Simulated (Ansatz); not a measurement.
# CuBiPbS3 (Aikinite): converging the G0W0 gap

Wanted: a G0W0 gap for CuBiPbS3 (Aikinite) that is converged in bands and cutoff, or an estimate of the limit.

Main program and level: Ansatz 0.2.0; G0W0 on LDA, plane waves, PAW.

In doubt: one-shot GW on d or f shells is unsure, so the values of those runs are not to be relied on.

**1. The structure**

The structure is orthorhombic, space group Pnma (No. 62). Conventional cell: a = 11.638 Å, b = 4.039 Å, c = 11.319 Å, α = 90.00°, β = 90.00°, γ = 90.00°. Nearest to Cu lie 4 S at 2.31 to 2.40 Å. Bi has 6 S at 2.66 to 3.16 Å nearest. Pb has 7 S at 2.89 to 3.26 Å and 2 Cu at 3.29 Å nearest. Nearest to S lie 2 Cu at 2.35 Å and 1 Bi at 2.66 Å and 2 Pb at 2.99 Å. Nearest to S lie 1 Cu at 2.31 Å and 3 Pb at 2.89 to 2.99 Å and 2 Bi at 2.95 Å. S has 1 Cu at 2.40 Å and 3 Bi at 2.76 to 3.16 Å and 2 Pb at 3.26 Å nearest. Farther neighbours and most contacts between anions are not listed.

The cell and positions come from the Crystallography Open Database and are kept as given unless a step says otherwise. Spin-orbit coupling is left out unless a step names it. The default PAW set here is soft_2. Its files were made with PBE.

**2. 229 empty bands, screening to 33 eV**

G0W0 replaces the xc potential by the self-energy, built once from these orbitals. Only a window of levels is corrected, while the sums run over the empty bands that the input names.

Contents of input.yaml:

```yaml
crystal:
  lattice:
    - [11.638, 0.0, 0.0]
    - [0.0, 4.039, 0.0]
    - [0.0, 0.0, 11.319]
  atoms:
    - { symbol: Cu, position: [0.2338, 0.25, 0.2085] }
    - { symbol: Cu, position: [0.2662, 0.75, 0.7085] }
    - { symbol: Cu, position: [0.7338, 0.25, 0.2915] }
    - { symbol: Cu, position: [0.7662, 0.75, 0.7915] }
    - { symbol: Bi, position: [0.0189, 0.25, 0.6827] }
    - { symbol: Bi, position: [0.4811, 0.75, 0.1827] }
    - { symbol: Bi, position: [0.5189, 0.25, 0.8173] }
    - { symbol: Bi, position: [0.9811, 0.75, 0.3173] }
    - { symbol: Pb, position: [0.8329, 0.25, 0.0105] }
    - { symbol: Pb, position: [0.6671, 0.75, 0.5105] }
    - { symbol: Pb, position: [0.3329, 0.25, 0.4895] }
    - { symbol: Pb, position: [0.1671, 0.75, 0.9895] }
    - { symbol: S, position: [0.716, 0.25, 0.6986] }
    - { symbol: S, position: [0.784, 0.75, 0.1986] }
    - { symbol: S, position: [0.216, 0.25, 0.8014] }
    - { symbol: S, position: [0.284, 0.75, 0.3014] }
    - { symbol: S, position: [0.0467, 0.25, 0.14] }
    - { symbol: S, position: [0.4533, 0.75, 0.64] }
    - { symbol: S, position: [0.5467, 0.25, 0.36] }
    - { symbol: S, position: [0.9533, 0.75, 0.86] }
    - { symbol: S, position: [0.3775, 0.25, 0.0559] }
    - { symbol: S, position: [0.1225, 0.75, 0.5559] }
    - { symbol: S, position: [0.8775, 0.25, 0.4441] }
    - { symbol: S, position: [0.6225, 0.75, 0.9441] }
kpoints:
  mp_grid: { grid: [2, 4, 2] }
hamiltonian:
  xc: lda
scf:
  occupations: { method: fixed }
gw:
  n_empty_bands: 229
  ecut_chi: 33
  qp_bands: [v2, c2]
  qp_kpoints: band_edges
  screening: { model: contour_deformation }
```

Command:

```bash
ansatz run input.yaml --threads 32 --pin off --max-ram 129024MiB --backend cuda --events-out ev --progress --plain --runs-dir out --devices 1 --max-vram 157GiB  # rebuilt from the run's record
```

Numbers of over 12 decimals in the logs are rounded to 6 here.

What it wrote:

```text
GPUs: using 1 of 1 available (devices: 1).
Engine: ansatz 0.2.0, aarch64-unknown-linux-gnu
Pseudopotentials: kind: paw
Pseudopotential: Cu, paw, valence charge 19, recommended cutoff 420 eV (normal), Cu.paw.azcp
Pseudopotential: Bi, paw, valence charge 15, recommended cutoff 420 eV (normal), Bi.paw.azcp
Pseudopotential: Pb, paw, valence charge 14, recommended cutoff 420 eV (normal), Pb.paw.azcp
Pseudopotential: S, paw, valence charge 6, recommended cutoff 420 eV (normal), S.paw.azcp
Functional definition: SPW92
  exchange = slater_x
  correlation = pw_c
device memory: the entry about to start is reckoned to put 16.3 GiB on a device that reports 182.5 GiB free (of which the cap on the GPU budget leaves the run 157.0 GiB)
GPU FFT provider: cuFFT
GPU libraries: cuBLAS 13.8.1, cuFFT 12.4.0, cuSOLVER 12.3.2
GPU matrix products: emulated (plane waves: as basis.precision tells), large ones in fixed point in workspaces of 1.00 GiB
Crystal: 24 atoms, lattice volume = 532.060 Å³
Basis set: ecut = 420 eV, 10407 PW (Γ)
Bands: 159, of which v1, the nominal top of the filled ones, is band 132 counted from 1 (131 counted from 0)
Symmetry: 8 space group operations
Space group: Pnma (ITA 62), of the structure as read, at distance tolerance 8.1e-5 Å
k-points: 12 of 16
Non-local potential: Cu, projectors of the file, l = 0: 3, l = 1: 2, l = 2: 3, l = 3: 1
Non-local potential: Bi, projectors of the file, l = 0: 2, l = 1: 2, l = 2: 2, l = 3: 2
Non-local potential: Pb, projectors of the file, l = 0: 2, l = 1: 2, l = 2: 2, l = 3: 2
Non-local potential: S, projectors of the file, l = 0: 2, l = 1: 2, l = 2: 2
PAW form: soft (Blöchl's): semilocal exchange-correlation on the pseudo side does not see the compensation charge
PAW frozen core: Cu, regenerated for the run's functional, and the local potential with it (the file was generated under x = pbe(κ = 0.804, μ = 0.219515), c = pbe(β = 0.066725))
PAW frozen core: Bi, regenerated for the run's functional, and the local potential with it (the file was generated under x = pbe(κ = 0.804, μ = 0.219515), c = pbe(β = 0.066725))
PAW frozen core: Pb, regenerated for the run's functional, and the local potential with it (the file was generated under x = pbe(κ = 0.804, μ = 0.219515), c = pbe(β = 0.066725))
PAW frozen core: S, regenerated for the run's functional, and the local potential with it (the file was generated under x = pbe(κ = 0.804, μ = 0.219515), c = pbe(β = 0.066725))
PAW one-centre angular grid: Cu, 590 points (default); XC on 64 Gauss nodes
PAW one-centre angular grid: Bi, 590 points (default); XC on 64 Gauss nodes
PAW one-centre angular grid: Pb, 590 points (default); XC on 64 Gauss nodes
PAW one-centre angular grid: S, 110 points (default); XC on 64 Gauss nodes
Initial density: superposition of atomic densities (neutral atoms: chi_scale 0, normalization atom), corrected by the library's trained network
Initial wavefunctions: pseudopotential atomic-orbital guess
GPU buffer pool allocated for 172800 grid points (all kernels)
GPU transforms: local potential and band sums: pruned to the plane-wave sphere, on 80×27×75
Functional: x = slater, c = lda
SCF iter   1: F=—  HF=-131419.219345 eV  |F-HF|=—  |Δ(HF+E_count)|=         —  Δρ=8.74e-3  dr2=3.69e-1  ethr=1.77e-3  ⟨swp⟩=4.9  Hψ=6121  notcnv=0  defer=277
preconditioner: auto → Resta (q_TF=auto, 2.428 Å⁻¹)  ε∞=4.5  [insulator: Δε(μ)=0.515 eV  Ē_g=13.130 eV  n_scr=134 (ndim 8)  ℏωp=24.5 eV  f_vac=0.016  ε∞_Penn≈4.5]
SCF iter   2: F=—  HF=-131419.168631 eV  |F-HF|=—  |Δ(HF+E_count)|=   5.07e-2  Δρ=7.02e-3  dr2=2.18e-1  ethr=1.40e-4  ⟨swp⟩=2.0  Hψ=3764  notcnv=0  defer=292
SCF iter   3: F=—  HF=-131419.136422 eV  |F-HF|=—  |Δ(HF+E_count)|=   3.22e-2  Δρ=4.88e-3  dr2=7.64e-2  ethr=8.25e-5  ⟨swp⟩=2.0  Hψ=3258  notcnv=0  defer=292
SCF iter   4: F=—  HF=-131419.122911 eV  |F-HF|=—  |Δ(HF+E_count)|=   1.35e-2  Δρ=2.23e-3  dr2=1.68e-2  ethr=2.89e-5  ⟨swp⟩=2.0  Hψ=2313  notcnv=0  defer=296
SCF iter   5: F=—  HF=-131419.119336 eV  |F-HF|=—  |Δ(HF+E_count)|=   3.57e-3  Δρ=5.79e-4  dr2=1.16e-3  ethr=6.37e-6  ⟨swp⟩=2.0  Hψ=2134  notcnv=0  defer=296
SCF iter   6: F=—  HF=-131419.119090 eV  |F-HF|=—  |Δ(HF+E_count)|=   2.46e-4  Δρ=5.43e-5  dr2=1.98e-5  ethr=4.39e-7  ⟨swp⟩=2.0  Hψ=2285  notcnv=0  defer=236
SCF iter   7: F=—  HF=-131419.119090 eV  |F-HF|=—  |Δ(HF+E_count)|=   4.92e-8  Δρ=2.80e-5  dr2=4.03e-6  ethr=7.51e-9  ⟨swp⟩=2.0  Hψ=2511  notcnv=0  defer=236
SCF iter   8: F=—  HF=-131419.119090 eV  |F-HF|=—  |Δ(HF+E_count)|=   1.33e-7  Δρ=4.31e-6  dr2=1.79e-7  ethr=1.53e-9  ⟨swp⟩=2.0  Hψ=2173  notcnv=0  defer=236
SCF iter   9: F=-131419.119090 eV  HF=-131419.119090 eV  |F-HF|=7.48e-8  |Δ(HF+E_count)|=   4.44e-8  Δρ=4.46e-6  dr2=9.41e-8  ethr=3.79e-11  ⟨swp⟩=11.5  Hψ=8638  notcnv=0
SCF 1 converged in 9 iterations: F = -131419.119090 eV  dr2 = 9.41e-8
  greatest PAW one-centre occupation: 1.000 electrons in one spin orbital (limit 2), on the Cu atom at site 2 (counted from 0), in its partial waves of l = 0
device memory: the entry about to start is reckoned to put 18.7 GiB (of the 20.1 GiB reckoned in all, the device holds 1.4 GiB already) on a device that reports 181.1 GiB free (of which the cap on the GPU budget leaves the run 155.6 GiB)
NSCF: frozen V_eff on 12 k-points
the band table was solved once the SCF had ended and its energy, with any forces and stress, was formed, with the checks that follow a solve (7182 applications of the Hamiltonian). They found nothing against the state; the energy, forces and stress were not computed again (output.eigenvalues in the input reference)
device memory: the entry about to start is reckoned to put 18.7 GiB on a device that reports 182.5 GiB free (of which the cap on the GPU budget leaves the run 157.0 GiB)
NSCF: frozen V_eff on 12 k-points
G₀W₀ screening: q 1/12
[... further progress lines ...]
SCF converged after 9 iterations
Free energy (F): -131419.119090 eV
Harris-Foulkes:  -131419.119090 eV  (|F-HF|=7.48e-8)
Internal energy: -131419.119090 eV  (E = F + TS)
E sigma→0 (E₀):  -131419.119090 eV
Fermi energy:    9.023047 eV
--- Per-component energies (eV) ---
  E_band       = -2491.971639
  E_kinetic    = 4841.527404
  E_local      = -36015.288328  (includes V_loc(G=0)·N_el)
  E_nonlocal   = 5641.625254
  E_hartree    = 15037.107886
  E_xc         = -2990.180059
  E_vxc        = -2626.855688  (∫ρ·V_xc dr)
  E_paw        = -95034.982638  (= ΣΔE_a)
  E_vpaw       = -4407.255516  (= ΣTr[D̂ρ^β])
  E_aug_tail   = -0.001071  (compensation charges beyond the density's cutoff)
  E_ewald      = -22902.234155
  E_core_change = 3.306617  (= ΣΔE_core)
  E_smearing   = -0.000000  (= −TS)
  E_closure    = -0.000000  (closes the sum)
  Σ components = -131419.119090   (vs F -131419.119090, Δ=0.00e0)
--- Band table (eV; the first three rows and the last of 12) ---
[... rows of the band table ...]
--- G₀W₀: contour deformation, 7 samples at zero and on the imaginary axis and 1 off it, 16 q-points, 229 empty bands' worth ---
  eigenvalues of the whole cell's RPA ε∞ on this k-mesh (on a slab, of 1 + 4πα/V) = 16.9311, 17.8689, 18.2780; static W/v taken at q = 0 is 0.056132
  bands read: the sum over 361 bands ends inside a degenerate multiplet in 10 slots, whose members it reads at an even weight; the widest, k=10: bands 361 to 364 (counted from 1) at 1/4 each
  gw.qp_kpoints: band_edges: 10 of 12 stored k-points solved, in 1 pass; an edge of the gap read off the rows below is read off those points alone
    valence top: of the k-points left out ik 10 came nearest to being solved in a further pass, in band 132 (counted from 1, as in the quasiparticle table): it holds the edge there only if its correction is more favourable than any solved in that band by at least 0.562 eV; those differ by 0.232 eV
    conduction bottom: of the k-points left out ik 4 came nearest to being solved in a further pass, in band 134 (counted from 1, as in the quasiparticle table): it holds the edge there only if its correction is more favourable than any solved in that band by at least 0.605 eV; those differ by 0.307 eV
    ik  band        ε_KS         Σx   Σc(E_QP)       V_xc       Z   E_QP_lin       E_QP  E_QP is
     0   131      8.8182   -27.2123     3.4900   -23.6583  0.7169     8.7540     8.7542  root
     0   132      8.8243   -27.9216     3.8087   -24.0261  0.7116     8.7373     8.7375  root
     0   133      9.8570   -10.3726    -2.8098   -14.0490  0.7783    10.7399    10.7235  root
     0   134      9.9571   -14.3186    -2.0123   -16.9366  0.7637    10.5719    10.5628  root
     1   131      9.0230   -28.0931     3.7413   -24.2777  0.7170     8.9488     8.9490  root
     1   132      9.0230   -28.0931     3.7413   -24.2777  0.7170     8.9488     8.9490  root
     1   133      9.7092   -10.6117    -2.5807   -13.9893  0.7769    10.5185    10.5062  root
     1   134      9.7092   -10.6117    -2.5807   -13.9893  0.7769    10.5185    10.5062  root
     2   131      8.4743   -28.9390     4.1597   -24.6316  0.7029     8.3258     8.3266  root
     2   132      8.5812   -30.8076     4.4604   -26.1075  0.6986     8.3396     8.3416  root
     2   133      9.6183   -10.2362    -2.6682   -13.6845  0.7790    10.4100    10.3985  root
     2   134     10.3284   -11.2369    -2.7518   -14.9010  0.7726    11.2595    11.2407  root
     3   131      8.6104   -27.7984     3.8851   -23.8513  0.7102     8.5482     8.5484  root
     3   132      8.6104   -27.7984     3.8851   -23.8513  0.7102     8.5482     8.5484  root
     3   133     10.2762   -11.0576    -2.7172   -14.6090  0.7711    11.1254    11.1103  root
     3   134     10.2762   -11.0576    -2.7172   -14.6090  0.7711    11.1254    11.1103  root
     5   131      8.3134   -28.2564     4.1863   -23.9200  0.7002     8.1625     8.1633  root
     5   132      8.3134   -28.2564     4.1863   -23.9200  0.7002     8.1625     8.1633  root
     5   133     10.0193   -10.7597    -2.7652   -14.3479  0.7761    10.8558    10.8422  root
     5   134     10.0193   -10.7597    -2.7652   -14.3479  0.7761    10.8558    10.8422  root
     6   131      8.8656   -27.0944     3.5083   -23.5646  0.7174     8.8441     8.8441  root
     6   132      8.8656   -27.0944     3.5083   -23.5646  0.7174     8.8441     8.8441  root
     6   133     10.0928   -12.2111    -2.4948   -15.4900  0.7701    10.8902    10.8769  root
     6   134     10.0928   -12.2111    -2.4948   -15.4900  0.7701    10.8902    10.8769  root
[...]
9   131      8.5636   -27.4989     3.8643   -23.5805  0.7098     8.5094     8.5095  root
     9   132      8.5636   -27.4989     3.8643   -23.5805  0.7098     8.5094     8.5095  root
     9   133     10.6168   -10.3565    -2.8658   -14.1252  0.7686    11.5389    11.5198  root
     9   134     10.6168   -10.3565    -2.8658   -14.1252  0.7686    11.5389    11.5198  root
    11   131      8.2481   -30.6413     4.6437   -25.7443  0.6897     7.9921     7.9949  root
    11   132      8.2481   -30.6413     4.6437   -25.7443  0.6897     7.9921     7.9949  root
    11   133     10.5297   -10.4361    -2.9050   -14.1856  0.7697    11.3913    11.3742  root
    11   134     10.5297   -10.4361    -2.9050   -14.1856  0.7697    11.3913    11.3742  root
```

The job ended after 23 s (1 × NVIDIA GB200 with 32 threads of Arm Neoverse V2, shared host; peak memory 2.7 GiB).

Reading the cycles: dr2 is the Hartree energy of the density residual (eV), the measure of convergence; HF is the Harris–Foulkes estimate of the energy, which meets the free energy F at convergence.

Numbers from this step:

```yaml
bands_summed: 361
rpa_eps_infinity_on_this_mesh_eigenvalues: 16.93, 17.87, 18.28
plane_waves_in_the_screening_matrix: 231
q_points_in_the_mesh: 16
g0w0_gap_on_the_mesh: 1.449 eV
k_of_the_valence_top: 0, 0, -0.5
k_of_the_conduction_bottom: 0, 0.25, 0
starting_gap_on_the_mesh: 0.5953 eV
z_at_the_valence_top: 0.7170
z_at_the_conduction_bottom: 0.7790
least_direct_g0w0_gap_on_the_computed_points: 1.557 eV
```

The gap on the mesh goes from 0.60 eV to 1.45 eV, a correction of +0.85 eV. Between the two edge states, bare exchange in place of the xc potential would open the gap by 7.26 eV, and correlation takes back 6.41 eV.

**3. 647 empty bands, screening to 66 eV**

Bands and screening cutoff are moved together, since each hides the error of the other.

Changes to input.yaml since step 2:

```diff
@@ -37,4 +37,4 @@
 gw:
-  n_empty_bands: 229
-  ecut_chi: 33
+  n_empty_bands: 647
+  ecut_chi: 66
   qp_bands: [v2, c2]
```

What it wrote:

```text
GPUs: using 1 of 1 available (devices: 1).
[...]
GPU FFT provider: cuFFT
GPU libraries: cuBLAS 13.8.1, cuFFT 12.4.0, cuSOLVER 12.3.2
[...]
Crystal: 24 atoms, lattice volume = 532.060 Å³
Basis set: ecut = 420 eV, 10407 PW (Γ)
Bands: 159, of which v1, the nominal top of the filled ones, is band 132 counted from 1 (131 counted from 0)
Symmetry: 8 space group operations
[...]
k-points: 12 of 16
[...]
GPU buffer pool allocated for 172800 grid points (all kernels)
[...]
SCF iter   1: F=—  HF=-131419.219345 eV  |F-HF|=—  |Δ(HF+E_count)|=         —  Δρ=8.74e-3  dr2=3.69e-1  ethr=1.77e-3  ⟨swp⟩=4.9  Hψ=6121  notcnv=0  defer=277
[...]
SCF iter   9: F=-131419.119090 eV  HF=-131419.119090 eV  |F-HF|=7.48e-8  |Δ(HF+E_count)|=   4.44e-8  Δρ=4.46e-6  dr2=9.41e-8  ethr=3.79e-11  ⟨swp⟩=11.5  Hψ=8638  notcnv=0
SCF 1 converged in 9 iterations: F = -131419.119090 eV  dr2 = 9.41e-8
[...]
NSCF: frozen V_eff on 12 k-points
[...]
G₀W₀ screening: q 1/12
[... further progress lines ...]
SCF converged after 9 iterations
Free energy (F): -131419.119090 eV
[...]
Internal energy: -131419.119090 eV  (E = F + TS)
E sigma→0 (E₀):  -131419.119090 eV
Fermi energy:    9.023047 eV
[...]
--- Band table (eV; the first three rows and the last of 12) ---
[... rows of the band table ...]
[...]
0   131      8.8182   -27.2123     3.5915   -23.6583  0.7071     8.8556     8.8556  root
     0   132      8.8243   -27.9216     3.9055   -24.0261  0.7012     8.8343     8.8343  root
     0   133      9.8570   -10.3726    -3.1184   -14.0490  0.7718    10.4235    10.4150  root
     0   134      9.9571   -14.3186    -2.1766   -16.9366  0.7558    10.4023    10.3986  root
     1   131      9.0230   -28.0931     3.8325   -24.2777  0.7064     9.0401     9.0401  root
     1   132      9.0230   -28.0931     3.8325   -24.2777  0.7064     9.0401     9.0401  root
     1   133      9.7092   -10.6117    -2.8782   -13.9893  0.7707    10.2144    10.2086  root
     1   134      9.7092   -10.6117    -2.8782   -13.9893  0.7707    10.2144    10.2086  root
[...]
11   131      8.2481   -30.6413     4.8545   -25.7443  0.6797     8.2056     8.2057  root
    11   132      8.2481   -30.6413     4.8545   -25.7443  0.6797     8.2056     8.2057  root
    11   133     10.5297   -10.4361    -3.2172   -14.1856  0.7634    11.0702    11.0621  root
    11   134     10.5297   -10.4361    -3.2172   -14.1856  0.7634    11.0702    11.0621  root
```

The job ended after 37 s (1 × NVIDIA GB200 with 32 threads; peak memory 4.5 GiB; 1.7 min of CPU time).

Numbers from this step:

* bands summed: 779
* RPA ε∞ on this mesh (eigenvalues): 16.71, 17.57, 17.96
* plane waves in the screening matrix: 649
* q-points in the mesh: 16
* G0W0 gap on the mesh: 1.073 eV
* k of the valence top: 0, 0, -0.5
* k of the conduction bottom: 0, 0.25, 0
* starting gap on the mesh: 0.5953 eV
* Z at the valence top: 0.7064
* Z at the conduction bottom: 0.7732
* least direct G0W0 gap on the computed points: 1.168 eV

Against the run with 2×4×2 mesh, 229 empty bands, screening to 33 eV, the gap moves by −0.38 eV.

**4. 1393 empty bands, screening to 110 eV**

Changes to input.yaml since step 3:

```diff
@@ -37,4 +37,4 @@
 gw:
-  n_empty_bands: 647
-  ecut_chi: 66
+  n_empty_bands: 1393
+  ecut_chi: 110.0
   qp_bands: [v2, c2]
```

What it wrote:

```text
GPUs: using 1 of 1 available (devices: 1).
[...]
GPU FFT provider: cuFFT
GPU libraries: cuBLAS 13.8.1, cuFFT 12.4.0, cuSOLVER 12.3.2
[...]
Crystal: 24 atoms, lattice volume = 532.060 Å³
Basis set: ecut = 420 eV, 10407 PW (Γ)
Bands: 159, of which v1, the nominal top of the filled ones, is band 132 counted from 1 (131 counted from 0)
Symmetry: 8 space group operations
[...]
k-points: 12 of 16
[...]
1   134      9.7092   -10.6117    -3.0826   -13.9893  0.7687    10.0059    10.0043  root
[...]
11   131      8.2481   -30.6413     4.8482   -25.7443  0.6758     8.1992     8.1994  root
    11   132      8.2481   -30.6413     4.8482   -25.7443  0.6758     8.1992     8.1994  root
    11   133     10.5297   -10.4361    -3.4236   -14.1856  0.7610    10.8580    10.8556  root
    11   134     10.5297   -10.4361    -3.4236   -14.1856  0.7610    10.8580    10.8556  root
[key lines of the parts left out:]
SCF converged after 9 iterations
Free energy (F): -131419.119090 eV
Fermi energy:    9.023047 eV
```

The job ended after 94 s (1 × NVIDIA GB200 with 32 threads; peak memory 8.9 GiB).

Numbers from this step:

- bands summed: 1525
- RPA ε∞ on this mesh (eigenvalues): 16.67, 17.48, 17.88
- plane waves in the screening matrix: 1403
- G0W0 gap on the mesh: 0.9439 eV
- k of the valence top: 0, 0, -0.5
- k of the conduction bottom: 0, 0.25, 0
- starting gap on the mesh: 0.5953 eV
- least direct G0W0 gap on the computed points: 1.027 eV

Against the run with 2×4×2 mesh, 647 empty bands, screening to 66 eV, the gap moves by −0.13 eV.

(Continued in part 2 of 2.)

[Paths, hosts, dates, memory and timing lines, banners, echoed tables and standing remarks are left out of the program output.]

[Logs are printed without paths, hosts, clocks, repeated set-up lines and the standing remarks that a program may print on its own settings, such as how far it seeks lower states.]

[Runs of the session that timed out or met a known fault of the program may be left out.]

[Cells called generated may have been cut or substituted from an entry of the Crystallography Open Database or the Materials Project.]

[Hosts, paths, dates, database ids (printed as entryN), source tags and the programs' standing remarks are cut or masked in the printed files.]
